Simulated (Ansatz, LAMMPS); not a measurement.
# What went wrong? glassy 52SiO2-10Al2O3-7FeO-21MgO-7CaO-3Na2O (mol %) (83 atoms)

Program: Ansatz 0.2.0. The cell: 15 Si, 6 Al, 2 Fe, 6 Mg, 2 Ca, 2 Na and 50 O.

input.yaml reads:

```yaml
crystal:
  lattice:
    - [10.14747, 0.0, 0.0]
    - [0.0, 10.14747, 0.0]
    - [0.0, 0.0, 10.14747]
  atoms:
    - { symbol: Si, position: [0.11691, 0.21413, 0.7484] }
    - { symbol: Si, position: [0.1263, 0.39916, 0.23686] }
    - { symbol: Si, position: [0.81623, 0.47417, 0.60089] }
    - { symbol: Si, position: [0.0829, 0.52769, 0.69412] }
    - { symbol: Si, position: [0.44684, 0.89562, 0.95396] }
    - { symbol: Si, position: [0.36576, 0.8437, 0.25443] }
    - { symbol: Si, position: [0.1528, 0.14118, 0.32232] }
    - { symbol: Si, position: [0.61137, 0.69141, 0.60304] }
    - { symbol: Si, position: [0.33393, 0.02591, 0.51182] }
    - { symbol: Si, position: [0.36133, 0.51676, 0.64582] }
    - { symbol: Si, position: [0.75484, 0.01344, 0.18317] }
    - { symbol: Si, position: [0.05662, 0.86816, 0.24659] }
    - { symbol: Si, position: [0.38008, 0.61253, 0.94064] }
    - { symbol: Si, position: [0.80728, 0.92473, 0.67928] }
    - { symbol: Si, position: [0.57672, 0.61903, 0.30641] }
    - { symbol: Al, position: [0.42496, 0.35033, 0.39065] }
    - { symbol: Al, position: [0.05981, 0.97996, 0.53228] }
    - { symbol: Al, position: [0.73378, 0.20162, 0.75004] }
    [... 59 atom lines left out ...]
    - { symbol: O, position: [0.45241, 0.07074, 0.60109] }
    - { symbol: O, position: [0.59598, 0.85431, 0.91164] }
    - { symbol: O, position: [0.69659, 0.60855, 0.19815] }
    - { symbol: O, position: [0.24547, 0.14423, 0.45312] }
    - { symbol: O, position: [0.05871, 0.9981, 0.3582] }
    - { symbol: O, position: [0.81423, 0.33708, 0.68248] }
magnetization:
  spin_polarized: true
kpoints:
  mp_grid: { grid: [1, 1, 1] }
hamiltonian:
  xc: pbe
scf:
  occupations: { method: gaussian, width: 0.025 }
  lower_state_search: "off"
  max_iter: 50
output:
  forces: true
```

Run with:

```
> ansatz run input.yaml --threads 4 --pin off --max-ram 8192MiB --backend cpu --events-out ev --progress --plain --runs-dir out
```

Numbers of over 12 decimals in the logs are rounded to 6 here.

What it wrote:

```text
Engine: ansatz 0.2.0, x86_64-unknown-linux-gnu
Pseudopotentials: kind: paw
Pseudopotential: Si, paw, valence charge 4, recommended cutoff 420 eV (normal), Si.paw.azcp
Pseudopotential: Al, paw, valence charge 3, recommended cutoff 420 eV (normal), Al.paw.azcp
Pseudopotential: Fe, paw, valence charge 16, recommended cutoff 420 eV (normal), Fe.paw.azcp
Pseudopotential: Mg, paw, valence charge 10, recommended cutoff 420 eV (normal), Mg.paw.azcp
Pseudopotential: Ca, paw, valence charge 10, recommended cutoff 420 eV (normal), Ca.paw.azcp
Pseudopotential: Na, paw, valence charge 9, recommended cutoff 420 eV (normal), Na.paw.azcp
Pseudopotential: O, paw, valence charge 6, recommended cutoff 420 eV (normal), O.paw.azcp
[... 5 lines on functional and potentials left out ...]
Crystal: 83 atoms, lattice volume = 1044.897 Å³
Basis set: ecut = 420 eV, 20341 PW (Γ), exchange–correlation on 144×144×144 points (8 copies of the dense FFT grid, shifted against one another)
Bands: 341, of which v1, the nominal top of the filled ones, is band 254 counted from 1 (253 counted from 0)
Symmetry: 1 space group operations
Space group: P1 (ITA 1), of the structure as read, at distance tolerance 1.0e-4 Å
Magnetic group: BNS 1.1 (UNI 1), of the structure as read, at distance tolerance 1.0e-4 Å
k-points: 1
[... 15 lines on functional and potentials left out ...]
Initial density: superposition of atomic densities (chi_scale 0.1, normalization cell, long waves 43 % of neutral atoms (reshape's long-wave potential 1.43 eV rms, cloud 2.42 Å wide))
Starting moments: Σ|m| = 8 μB on 2 of 83 sites
Starting magnetic order: compensated ferrimagnet; no operation exchanges its spin sublattices
Initial wavefunctions: pseudopotential atomic-orbital guess
Functional: x = pbe(κ = 0.804, μ = 0.219515), c = pbe(β = 0.066725)
SCF iter   1: F=—  HF=-68131.531917 eV  |F-HF|=—  |Δ(HF+E_count)|=         —  Δρ=1.28e-1 (↑1.28e-1 ↓1.27e-1)  dr2=7.05e2  dr2_m=3.83e1  M=-0.000 μB ∫|m|=0.904 μB  β_m=0.30  ethr=3.10e-3  ⟨swp⟩=9.5  Hψ=4154  notcnv=0  defer=114
preconditioner: auto → Resta (q_TF=auto, 2.419 Å⁻¹)  ε∞=3.5  [insulator: Δε(μ)=0.129 eV  Ē_g=14.579 eV  σ=0.025 eV  W_gap=1.00  n_scr=250 (ndim 8)  ℏωp=23.1 eV  f_vac=0.039  D(μ)=0.06/eV (n_scr^D=0)  ε∞_Penn≈3.5]
spin=Collinear: Resta preconditioning applied to the charge; magnetization (m = ρ↑ − ρ↓) channel mixes plain (no charge-response kernel on spin).
SCF iter   2: F=—  HF=-68102.762726 eV  |F-HF|=—  |Δ(HF+E_count)|=    2.88e1  Δρ=1.48e-1 (↑1.47e-1 ↓1.48e-1)  dr2=1.27e3  dr2_m=3.91e1  M=0.000 μB ∫|m|=0.589 μB  β_m=0.30  ethr=3.10e-3  ⟨swp⟩=6.0  Hψ=1828  notcnv=0  defer=157
SCF iter   3: F=—  HF=-68052.669158 eV  |F-HF|=—  |Δ(HF+E_count)|=    5.01e1  Δρ=7.77e-2 (↑7.77e-2 ↓6.23e-2)  dr2=2.11e2  dr2_m=1.62e1  M=0.933 μB ∫|m|=3.659 μB  β_m=0.30  ethr=3.10e-3  ⟨swp⟩=3.0  Hψ=1732  notcnv=0  defer=164
Mixer restart at iter 3: flushing history
spin-set hold released at iteration 3 (the charge has settled, or the pull on large starting moments outlasts its swing): the magnetisation degrees of freedom join the quasi-Newton model from the next iteration; the mixer history was flushed
SCF iter   4: F=—  HF=-68061.491803 eV  |F-HF|=—  |Δ(HF+E_count)|=    8.82e0  Δρ=1.22e-1 (↑6.15e-2 ↓1.22e-1)  dr2=4.74e2  dr2_m=1.14e1  M=2.106 μB ∫|m|=5.260 μB  β_m=0.22  ethr=3.10e-3  ⟨swp⟩=4.0  Hψ=1752  notcnv=0  defer=161
SCF iter   5: F=—  HF=-68043.442298 eV  |F-HF|=—  |Δ(HF+E_count)|=    1.80e1  Δρ=6.56e-2 (↑6.56e-2 ↓4.11e-2)  dr2=1.51e2  dr2_m=4.98e0  M=2.006 μB ∫|m|=5.626 μB  β_m=0.21  ethr=3.10e-3  ⟨swp⟩=3.0  Hψ=1323  notcnv=0  defer=159
SCF iter   6: F=—  HF=-68042.441965 eV  |F-HF|=—  |Δ(HF+E_count)|=    1.00e0  Δρ=8.51e-2 (↑4.76e-2 ↓8.51e-2)  dr2=2.00e2  dr2_m=1.51e1  M=-4.000 μB ∫|m|=4.700 μB  β_m=0.16  ethr=3.10e-3  ⟨swp⟩=3.5  Hψ=1313  notcnv=0  defer=163
[...]
SCF iter  35: F=—  HF=-68035.163092 eV  |F-HF|=—  |Δ(HF+E_count)|=   1.59e-3  Δρ=3.80e-5 (↑3.80e-5 ↓3.56e-5)  dr2=3.85e-5  dr2_m=6.36e-6  M=0.384 μB ∫|m|=8.108 μB  β_m=0.64  ethr=1.48e-8  ⟨swp⟩=2.0  Hψ=1008  notcnv=0  defer=162
SCF iter  36: F=—  HF=-68035.163095 eV  |F-HF|=—  |Δ(HF+E_count)|=   2.99e-6  Δρ=1.49e-4 (↑1.49e-4 ↓1.29e-4)  dr2=5.64e-4  dr2_m=9.14e-5  M=0.369 μB ∫|m|=8.109 μB  β_m=0.41  ethr=7.57e-9  ⟨swp⟩=2.0  Hψ=947  notcnv=0  defer=162  recentre
SCF iter  37: F=—  HF=-68035.163093 eV  |F-HF|=—  |Δ(HF+E_count)|=   1.86e-6  Δρ=7.32e-5 (↑7.32e-5 ↓6.07e-5)  dr2=1.30e-4  dr2_m=2.13e-5  M=0.387 μB ∫|m|=8.108 μB  β_m=0.28  ethr=7.57e-9  ⟨swp⟩=2.0  Hψ=549  notcnv=0  defer=162
SCF iter  38: F=—  HF=-68035.163093 eV  |F-HF|=—  |Δ(HF+E_count)|=   4.63e-7  Δρ=4.32e-6 (↑4.32e-6 ↓2.36e-6)  dr2=1.05e-7  dr2_m=4.28e-8  M=0.381 μB ∫|m|=8.108 μB  β_m=0.44  ethr=7.57e-9  ⟨swp⟩=2.0  Hψ=527  notcnv=0  defer=162
SCF iter  39: F=—  HF=-68035.163093 eV  |F-HF|=—  |Δ(HF+E_count)|=   1.06e-8  Δρ=5.99e-6 (↑5.99e-6 ↓4.20e-6)  dr2=6.39e-7  dr2_m=1.18e-7  M=0.382 μB ∫|m|=8.108 μB  β_m=0.44  ethr=1.97e-11  ⟨swp⟩=5.0  Hψ=2159  notcnv=0
SCF iter  40: F=—  HF=-68035.163093 eV  |F-HF|=—  |Δ(HF+E_count)|=   1.20e-7  Δρ=1.05e-5 (↑1.05e-5 ↓8.83e-6)  dr2=2.69e-6  dr2_m=4.51e-7  M=0.381 μB ∫|m|=8.108 μB  β_m=0.52  ethr=2.06e-11  ⟨swp⟩=3.0  Hψ=1268  notcnv=0  defer=162  recentre
SCF iter  41: F=—  HF=-68035.163093 eV  |F-HF|=—  |Δ(HF+E_count)|=  2.18e-10  Δρ=5.06e-6 (↑5.06e-6 ↓4.58e-6)  dr2=6.75e-7  dr2_m=1.10e-7  M=0.381 μB ∫|m|=8.108 μB  β_m=0.76  ethr=2.06e-11  ⟨swp⟩=2.0  Hψ=532  notcnv=0  defer=162
SCF iter  42: F=—  HF=-68035.163093 eV  |F-HF|=—  |Δ(HF+E_count)|=   1.12e-8  Δρ=7.90e-6 (↑7.90e-6 ↓7.47e-6)  dr2=1.74e-6  dr2_m=2.73e-7  M=0.382 μB ∫|m|=8.108 μB  β_m=0.50  ethr=2.06e-11  ⟨swp⟩=2.0  Hψ=733  notcnv=0  defer=162  recentre
SCF iter  43: F=-68035.163093 eV  HF=-68035.163093 eV  |F-HF|=4.82e-8  |Δ(HF+E_count)|=   8.38e-9  Δρ=1.53e-6 (↑1.17e-6 ↓1.53e-6)  dr2=5.40e-8  dr2_m=8.49e-9  M=0.381 μB ∫|m|=8.108 μB  ethr=1.97e-11  ⟨swp⟩=2.5  Hψ=1702  notcnv=0
SCF 1 converged in 43 iterations: F = -68035.163093 eV  dr2 = 5.40e-8
[...]
SCF converged after 43 iterations
Magnetization: 0.3814 μB (254.1907 up, 253.8093 down)
Absolute magnetization: 8.1103 μB (∫|ρ↑−ρ↓|, with the PAW one-centre terms)
Spin contamination: 3.8364 ħ² per cell (⟨S²⟩ above its minimum at these occupations)
Per-site moments (μB) at R_I (Å): [(-9.192324524851993e-5, 0.657720), (0.00216164, 0.206250), (1.1241983770704054e-5, 0.660195), (1.032127705243878e-5, 0.655296), (0.00459124, 0.671565), [...]
Free energy (F): -68035.163093 eV
Harris-Foulkes:  -68035.163093 eV  (|F-HF|=4.82e-8)
Internal energy: -68035.153477 eV  (E = F + TS)
E sigma→0 (E₀):  -68035.158285 eV
Entropy (-TS):   -0.009615 eV (-0.116 meV/atom)
Fermi energy:    6.673908 eV
--- Per-component energies (eV) ---
  E_band       = -4757.942894
  E_kinetic    = 11711.029838
  E_local      = -48407.644536  (includes V_loc(G=0)·N_el)
  E_nonlocal   = 4366.154569
  E_hartree    = 18545.999586
  E_xc         = -5554.891798
  E_vxc        = -6598.541476  (∫ρ·V_xc dr)
  E_paw        = -25219.692538  (= ΣΔE_a)
  E_vpaw       = -2921.066585  (= ΣTr[D̂ρ^β])
  E_aug_tail   = 0.129723  (compensation charges beyond the density's cutoff)
  E_ewald      = -23476.238322
  E_smearing   = -0.009615  (= −TS)
  E_closure    = 0.000000  (closes the sum)
  Σ components = -68035.163093   (vs F -68035.163093, Δ=0.00e0)
--- Forces (eV/Å), atoms counted from 1 ---
  atom   1  Si    -1.50180298    -0.83253555    -1.54952024
  atom   2  Si -1221.82123286     0.95420114   -20.32613511
  atom   3  Si    -0.96808287    -2.44904300    -0.98265495
  atom   4  Si    -0.03841689     0.07730921     1.97729994
  atom   5  Si     0.83133374     1.06883053    -1.81607171
  atom   6  Si    -1.55035043    -0.31691298    -0.30756518
  atom   7  Si    -1.15722006    -0.64634885    -1.14444199
  atom   8  Si    -1.05259372    -4.33054611    -0.80303349
  atom   9  Si    -1.51155091    -3.38413388    -1.76945024
  atom  10  Si     0.72040920     0.10646848     1.00061893
  atom  11  Si    -0.97170407     0.90866897    -1.31889101
  atom  12  Si    -0.39892390    -0.81020945    -1.19895308
  atom  13  Si    -1.40447936    -0.56116990     1.21300491
  atom  14  Si     1.23219071     0.05196444     1.26142973
[...]
atom  82  O      0.30795566     0.79635662    -1.19221269
  atom  83  O     -0.11402470    -0.01084418     0.40265238
  max |Σ_I F_I| component: 7.80e-5 eV/Å
```

Elapsed: 38 s, on 4 threads of Intel Xeon 6975P-C (Granite Rapids), shared host; peak memory 2.3 GiB; 2.5 min of CPU time.

What is at fault here, and what would mend it?

Atoms that overlap: crystal.atoms[43].position = [0.17557337, 0.39916, 0.23686].

The fix is to restore the position.

The run converged all the same, so the exit status doesn't show the fault.

[Logs are printed without paths, hosts, clocks, repeated set-up lines and the standing remarks that a program may print on its own settings, such as how far it seeks lower states.]

[Hosts, paths, dates, database ids (printed as entryN), source tags and the programs' standing remarks are cut or masked in the printed files.]
